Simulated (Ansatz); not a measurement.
**Formation energy and levels of the substitutional impurity Ge_Sn in SnO2 (P4_2/mnm)**

Wanted: the transition levels of a substitutional impurity in SnO2 (P4_2/mnm), from a cell of 72 host atoms with 1 Sn taken out and 1 Ge put in.

Calculated with Ansatz 0.2.0; place-levels on r2SCAN runs: charge-transition levels and formation energies with image-charge correction and potential alignment at the atomic sites; PAW set soft_1.

The experiments to compare with:

“Effect of Cu F Co-doping on the Properties of AgSnO2 Contact” (2019, pmc:6679235) quotes from earlier work for SnO2, rutile (undoped SnO2, literature value): band gap (band gap of intrinsic SnO2, quoted experimental value) 3.6 eV [Literature value cited in passing in the theory part; measurement method, temperature and …].

Most raw output is cut from this account.

## Step 1: The starting structure

The cell holds 72 atoms: 23 Sn, 48 O and 1 Ge. Its edges and angles: a = 9.516 Å, b = 9.516 Å, c = 9.602 Å, α = 90.0°, β = 90.0°, γ = 90.0°. It derives from SnO2 (space group P4_2/mnm). Nearest the centre at fractional (0.500, 0.500, 0.667): Ge68 at 0.00 Å, O71 at 2.06 Å, O18 at 2.06 Å, O28 at 2.07 Å, O45 at 2.07 Å, O34 at 2.07 Å, O51 at 2.07 Å, Sn62 at 3.20 Å.

As a file:

Known beforehand: the electronic dielectric constant, (4.60, 4.60, 4.91), and the static one, (13.48, 13.48, 10.42), from a response run on this crystal (DFPT, PBEsol) at that run's own cell.

The cell's shortest repeat is 9.5 Å.

## Step 2: What was run first

Levels follow from differences of total energies between charge states, each relaxed by itself.

Random displacements of about 0.05 Å break the site symmetry at the start, so that the relaxation can reach a distorted minimum if there is one. Forces are taken at one point at (¼, ¼, ¼). The cell holds 1 electron more than the neutral one, with a uniform background that keeps it neutral on the whole. The electron count is odd, so at least one spin is unpaired; this run locks the moment at 1 μB.

The sampling was tested on the host first: at the k-points planned (1x1x1 shifted 0.25 0.25 0.25) its energy lies 0.000 eV an atom from the dense-mesh value, under the bound of 0.02 eV set for this test; that bounds the host's error, not the defect's.

One state's input; the others differ in charge, spin, start and seed, and in occupations where the table says so.

File qm1_M1.relax/input.yaml:

```yaml
crystal:
  lattice:
    - [4.75775154, 0.0, 0.0]
    - [0.0, 4.75775154, 0.0]
    - [0.0, 0.0, 3.20068146]
  atoms:
    - { symbol: Sn, position: [0.5, 0.5, 0.5] }
    - { symbol: Sn, position: [0.0, 0.0, 0.0] }
    - { symbol: O, position: [0.19405723, 0.80594277, 0.5] }
    - { symbol: O, position: [0.80594277, 0.19405723, 0.5] }
    - { symbol: O, position: [0.30594277, 0.30594277, 0.0] }
    - { symbol: O, position: [0.69405723, 0.69405723, 0.0] }
  supercell: [2, 2, 3]
  defects: [{ substitution: { at: 67, symbol: Ge } }]
total_charge: -1
basis:
  ecutwfc: 500
  xc_grid: 2
hamiltonian:
  xc: r2scan
  pseudopotentials: { kind: paw, azcp: { folder: soft_1 } }
kpoints:
  mp_grid: { grid: [1, 1, 1], shift: [0.25, 0.25, 0.25] }
magnetization:
  spin_polarized: true
  initial_magnetization: 1
  spin_locking: { lock_magnetization: hard }
scf:
  occupations: { method: fixed }
  max_iter: 60
output:
  forces: true
  charged_corrections: { epsilon: [4.6, 4.6, 4.91], static_epsilon: [13.48, 13.48, 10.42] }
relax:
  f_tol: 0.02
  max_steps: 80
  random_displacement: { amplitude: 0.05, seed: 9049 }
checkpoint:
  write: "../qm1_M1.relax.run"
  compress: false
  write_wavefunctions: true
  write_every: 100000
```

On the command line:

```sh
$ ansatz run input.yaml --threads 4 --pin off --max-ram 15073MiB --backend cpu --events-out ev --progress --plain --runs-dir out
```

The relaxed structure is kept and the sampling changed to a 2×2×2 shifted mesh.

The run of this state that the levels use, under r2SCAN:

File qm1_M1.point/input.yaml:

```yaml
crystal:
  checkpoint: "../qm1_M1.relax.run"
  host: checkpoint
total_charge: -1
basis:
  ecutwfc: 500
  xc_grid: 2
hamiltonian:
  xc: r2scan
  pseudopotentials: { kind: paw, azcp: { folder: soft_1 } }
kpoints:
  mp_grid: { grid: [2, 2, 2], shift: [0.5, 0.5, 0.5] }
magnetization:
  spin_polarized: true
  initial_magnetization: 1
  spin_locking: { lock_magnetization: hard }
scf:
  occupations: { method: fermi_dirac, width: 0.01 }
  max_iter: 60
output:
  forces: true
  eigenvalues: true
  charged_corrections:
    epsilon: [4.6, 4.6, 4.91]
    static_epsilon: [13.48, 13.48, 10.42]
    defect_position: [0.5, 0.5, 0.666667]
  eigenstates: { localisation: true }
  populations: true
  efg: {}
  band_densities: [{ bands: [v1, v1] }, { bands: [c1, c1] }]
  write_density: true
  write_potential: true
  volumetric_format: npy
  elf: true
checkpoint:
  read: "../qm1_M1.relax.run"
  write: "../qm1_M1.point.run"
  compress: false
  write_wavefunctions: false
  write_every: 100000
```

Relaxations under r2SCAN at one point at (¼, ¼, ¼); times on 4 threads of Arm Neoverse V1, shared host:

| charge | moment (μB) | occupations | outcome | steps | largest displacement against the far atoms (Å) | time |
| --- | --- | --- | --- | --- | --- | --- |
| −1 | 1 | fixed | converged | 5 | 0.13 | 6.1 min |
| 0 | 0 | fixed | converged | 6 | 0.13 | 3.2 min |
| +1 | 1 | fixed | converged | 5 | 0.14 | 6.1 min |

Single points under r2SCAN at a 2×2×2 shifted mesh; times on 4 threads of Arm Neoverse V1, shared host:

| charge | moment (μB) | occupations | outcome | time |
| --- | --- | --- | --- | --- |
| −1 | 1 | fermi-dirac | converged | 7.7 min |
| 0 | 0 | fermi-dirac | converged | 2.9 min |
| +1 | 1 | fermi-dirac | converged | 7 min |

Distances (Å) from Ge68 to the nearest atoms after relaxation with r2SCAN:

| charge | moment (μB) | 1. | 2. | 3. | 4. | 5. | 6. |
| --- | --- | --- | --- | --- | --- | --- | --- |
| −1 | 1 | O 1.94 | O 1.94 | O 1.94 | O 1.94 | O 1.95 | O 1.95 |
| 0 | 0 | O 1.94 | O 1.94 | O 1.94 | O 1.94 | O 1.95 | O 1.95 |
| +1 | 1 | O 1.93 | O 1.93 | O 1.93 | O 1.93 | O 1.94 | O 1.94 |

## Step 3: place-levels, r2SCAN

A charged cell interacts with its images and the background, and its potential has another zero than the host's. place-levels removes the first by a point-charge model, screened by the static dielectric constant since the ions have relaxed around the charge, and the second by comparing potentials at atoms far from the defect.

The host is a run of the defect-free crystal in the same cutoffs, grids and k-points, so that basis and sampling errors cancel in part in the differences. The host is run in a cell of 6 atoms on a matching mesh. Its band edges are searched through the zone by a band path, so the gap is smaller than, or equal to, that on the mesh. Chemical potentials are energies per atom of Sn (alpha-Sn (diamond)) and Ge (diamond), run with the same functional and cutoff.

File levels.point.yaml:

```yaml
host:
  run: host.point.run
states: [qm1_M1.point.run, q0.point.run, qp1_M1.point.run]
geometry_from:
  qm1_M1.point.run: qm1_M1.relax.run
  q0.point.run: q0.relax.run
  qp1_M1.point.run: qp1_M1.relax.run
  host.point.run: host.relax.run
chemical_potentials:
  Sn:
    energy: -6038.703821
    dataset: <sha256 of the dataset>
  Ge:
    energy: -4302.915218
    dataset: "<sha256 of the dataset>"
epsilon: [4.6, 4.6, 4.91]
static_epsilon: [13.48, 13.48, 10.42]
vertical:
  - { from: qm1_M1.point.run, to: qm1_M1.point_neutral.run }
  - { from: qp1_M1.point.run, to: qp1_M1.point_neutral.run }
```

On the command line:

```sh
$ ansatz place-levels levels.point.yaml -- --threads 4 --pin off --max-ram 15073MiB
```

Wall time 0.38 s (4 threads of Arm Neoverse V1, shared host).

Levels between the charges placed, in eV above the valence top:

|  | gap (eV) | (+1/0) | (0/−1) |
| --- | --- | --- | --- |
| r2SCAN | 1.80 | 0.00 | 1.81 |

Corrections by state:

| charge | moment (μB) | image terms and alignment (eV) | band filling (eV) | ε used | over the lowest of its charge, as the program ranks them, band filling apart (eV) |
| --- | --- | --- | --- | --- | --- |
| +1 | 1.0 | -0.051 | -0.193 | principal values (10.42, 13.48, 13.48) | 0.000 |
| 0 | 0.0 | 0.000 | - | - | 0.000 |
| −1 | 1.0 | 0.228 | -1.045 | principal values (10.42, 13.48, 13.48) | 0.000 |

The charged structures listed were also run neutral, and place-levels reads from each pair, by the potential or the spins, how wide the charge is by which they differ; that can be the carrier of either run.

| charge | rms radius (Å) | spread where it is widest against the cell (Å) | wide from (Å) | reading |
| --- | --- | --- | --- | --- |
| +1 | 4.8 | 2.86 | 1.65 | wide |
| −1 | 7.7 | 4.64 | 1.66 | wide |

The neutral runs of these pairs need not share the spin of the lowest neutral state, and very wide values only mean spread over the cell.

From the program's caveats on the states, each cut to its opening words:

- charge +1 (1 μB): it parts from the run at its places by a charge that spreads by about 2.9 Å along one vector (1.6 Å or more is wide), by its potential at epsilon [4.6, 4.6, [...]
- charge +1 (1 μB): a band-filling correction moves a carrier to the host's band edge, which changes its energy by -0.193 eV
- charge +1 (1 μB), −1 (1 μB): flagged: stability check not made
- charge −1 (1 μB): it parts from the run at its places by a charge that spreads by about 4.6 Å along one vector (1.7 Å or more is wide), by its potential at epsilon [4.6, 4.6, [...]
- charge −1 (1 μB): a band-filling correction moves a carrier to the host's band edge, which changes its energy by -1.045 eV
- charge −1 (1 μB): its alignment with the host at atomic sites is doubtful: the mean over the far sites moves by -0.0535 eV from their farther parts to their nearer, more than [...]

The host's formation energy from the elements is -1.867 eV per atom; it sets how far the chemical potentials can move.

Formation energies (eV), O-rich (Δμ(O) = 0.00 eV, Δμ(Sn) = -5.60 eV, Δμ(Ge) = 0.00 eV):

| charge | Fermi level at the valence top | at the conduction bottom |
| --- | --- | --- |
| +1 | -4.88 | -3.09 |
| 0 | -4.89 | -4.89 |
| −1 | -3.08 | -4.87 |

Formation energies (eV), Sn-rich (Δμ(Sn) = 0.00 eV, Δμ(O) = -2.80 eV, Δμ(Ge) = 0.00 eV):

| charge | Fermi level at the valence top | at the conduction bottom |
| --- | --- | --- |
| +1 | 0.72 | 2.51 |
| 0 | 0.71 | 0.71 |
| −1 | 2.52 | 0.73 |

## Step 4: The same at the relaxations' own k-points

The relaxations' own energies give the levels at their sampling, for comparison.

File levels.relax_mesh.yaml:

```yaml
host:
  run: host.relax.run
states: [qm1_M1.relax.run, q0.relax.run, qp1_M1.relax.run]
chemical_potentials:
  Sn:
    energy: -6038.703821
    dataset: <sha256 of the dataset>
  Ge:
    energy: -4302.915218
    dataset: "<sha256 of the dataset>"
```

On the command line:

```sh
$ ansatz place-levels levels.relax_mesh.yaml -- --threads 4 --pin off --max-ram 15073MiB
```

Wall time 0.13 s (4 threads).

Levels between neighbouring charges, in eV above the valence top:

|  | gap (eV) | (+1/0) | (0/−1) |
| --- | --- | --- | --- |
| one point at (¼, ¼, ¼) | 1.80 | 0.00 | 1.81 |
| a 2×2×2 shifted mesh | 1.80 | 0.00 | 1.81 |

Going from one point at (¼, ¼, ¼) to a 2×2×2 shifted mesh moves formation energies against the elements by up to 0.00 eV; band-filling terms, which differ between samplings, are in these energies.

## Step 5: Summary of results

| Property | Result |
| --- | --- |
| gap of the host | 1.80 eV (r2SCAN) |
| level (plus 1/0) | 0.00 eV below the valence top (-0.20 eV above the valence top without the band-filling term) |
| level (0/minus 1) | 1.81 eV above the valence top, past the conduction bottom (2.85 eV above the valence top without the band-filling term) |
| lowest of the charges placed, just above the valence top (0.02 eV) | 0 |
| lowest of the charges placed, just below the conduction bottom (0.02 eV) | 0 |
| lowest formation energy at mid-gap of the charges run, O-rich | -4.89 eV |
| lowest formation energy at mid-gap of the charges run, Sn-rich | 0.71 eV |

**Reading.** Of the charges placed (−1, 0 and +1), 0 is the lowest from 0.02 eV above the valence top to 0.02 eV below the conduction bottom, a gap of 1.80 eV. States placed: +1 at 1 μB; 0 at 0 μB; −1 at 1 μB. Other spin states or structures, where not listed, weren't placed. The program finds carriers beyond a band edge of the host and adds a band-filling term at charge −1 (-1.04 eV) and +1 (-0.19 eV); steps to such a charge show no bound level, and a defect level inside a band would be read the same way. Ge is taken at its element; compounds, which aren't counted here, bound the chemical potentials and would shift these formation energies. The lowest formation energy (O-rich) is negative across the gap, so the defect would form by itself: these chemical potentials lie beyond what competing compounds allow, or the host is unstable against it. Going from one point at (¼, ¼, ¼) to a 2×2×2 shifted mesh moves formation energies against the elements by up to 0.00 eV; band-filling terms, which differ between samplings, are in these energies. The program doubts the alignment of potentials for at least one state, a sign that the cell is small. What this leaves open: r2SCAN makes the gap too small and tends to spread out bound carriers; where a gas molecule sets a chemical potential or the host's formation energy, its binding is uncorrected; spin–orbit coupling, which can matter with heavy atoms, is left out.

Calculation against experiment:

| quantity | measured | r2SCAN |
| --- | --- | --- |
| band gap (least gap of the host) (eV) | 3.6 | 1.80 (-1.80 eV) |

Measured values from pmc:6679235 (2019).

How well it matches: The band gap is off by -1.80 eV. Local and semilocal functionals usually give gaps below the measured ones. Spin-orbit coupling, left out here, can change the gap with such heavy elements. Zero-point and thermal motion shift the measured gap.

[Logs are printed without paths, hosts, clocks, repeated set-up lines and the standing remarks that a program may print on its own settings, such as how far it seeks lower states.]

[Hosts, paths, dates, database ids (printed as entryN), source tags and the programs' standing remarks are cut or masked in the printed files.]

[Where a table of states has a column of steps, it counts the stored structures, which are thinned; the runs took as many ionic steps or more.]

[A defect's name tells the site on which it was built; relaxed atoms can leave that site.]

[For some hosts the program warned that the k-mesh of the response run may be too coarse for force constants and the static dielectric constant; such warnings are not shown here.]
